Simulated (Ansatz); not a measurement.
Planning a run of Ansatz 0.2.0 on Li2MgGeS4 (stannite) (I-42m). The input:

The structure was built from a prototype and need not be the compound's stable phase.

```yaml
crystal:
  lattice:
    - [-2.5739429701, 2.5739429701, 5.1478859402]
    - [2.5739429701, -2.5739429701, 5.1478859402]
    - [2.5739429701, 2.5739429701, -5.1478859402]
  atoms:
    - { symbol: Li, position: [0.75, 0.25, 0.5] }
    - { symbol: Li, position: [0.25, 0.75, 0.5] }
    - { symbol: Mg, position: [0.0, 0.0, 0.0] }
    - { symbol: Ge, position: [0.5, 0.5, 0.0] }
    - { symbol: S, position: [0.883, 0.883, 0.51] }
    - { symbol: S, position: [0.117, 0.627, 0.0] }
    - { symbol: S, position: [0.627, 0.117, 0.0] }
    - { symbol: S, position: [0.373, 0.373, 0.49] }
kpoints:
  mp_grid: { grid: [6, 6, 6] }
hamiltonian:
  xc: pbesol
scf:
  occupations: { method: fermi_dirac, width: 0.02 }
relax:
  f_tol: 0.01
  max_steps: 100
  cell: {}
```

```sh
ansatz run input.yaml --threads 4 --pin off --max-ram 17510MiB --backend cpu --events-out ev --progress --plain --runs-dir out
```

Question: Estimate wall time and host memory on 4 threads of Arm Neoverse N1, shared host.

It took 43 s; on shared hardware allow 21 s to 85 s. Peak host memory was 0.55 GiB. The sizes that set the cost: 3171 plane waves a state, 30 irreducible k points and 49 SCF cycles.

[Paths, hosts, dates, memory and timing lines, banners, echoed tables and standing remarks are left out of the program output.]

[Logs are printed without paths, hosts, clocks, repeated set-up lines and the standing remarks that a program may print on its own settings, such as how far it seeks lower states.]

[Runs of the session that timed out or met a known fault of the program may be left out.]

[Cells called generated may have been cut or substituted from an entry of the Crystallography Open Database or the Materials Project.]

[Hosts, paths, dates, database ids (printed as entryN), source tags and the programs' standing remarks are cut or masked in the printed files.]
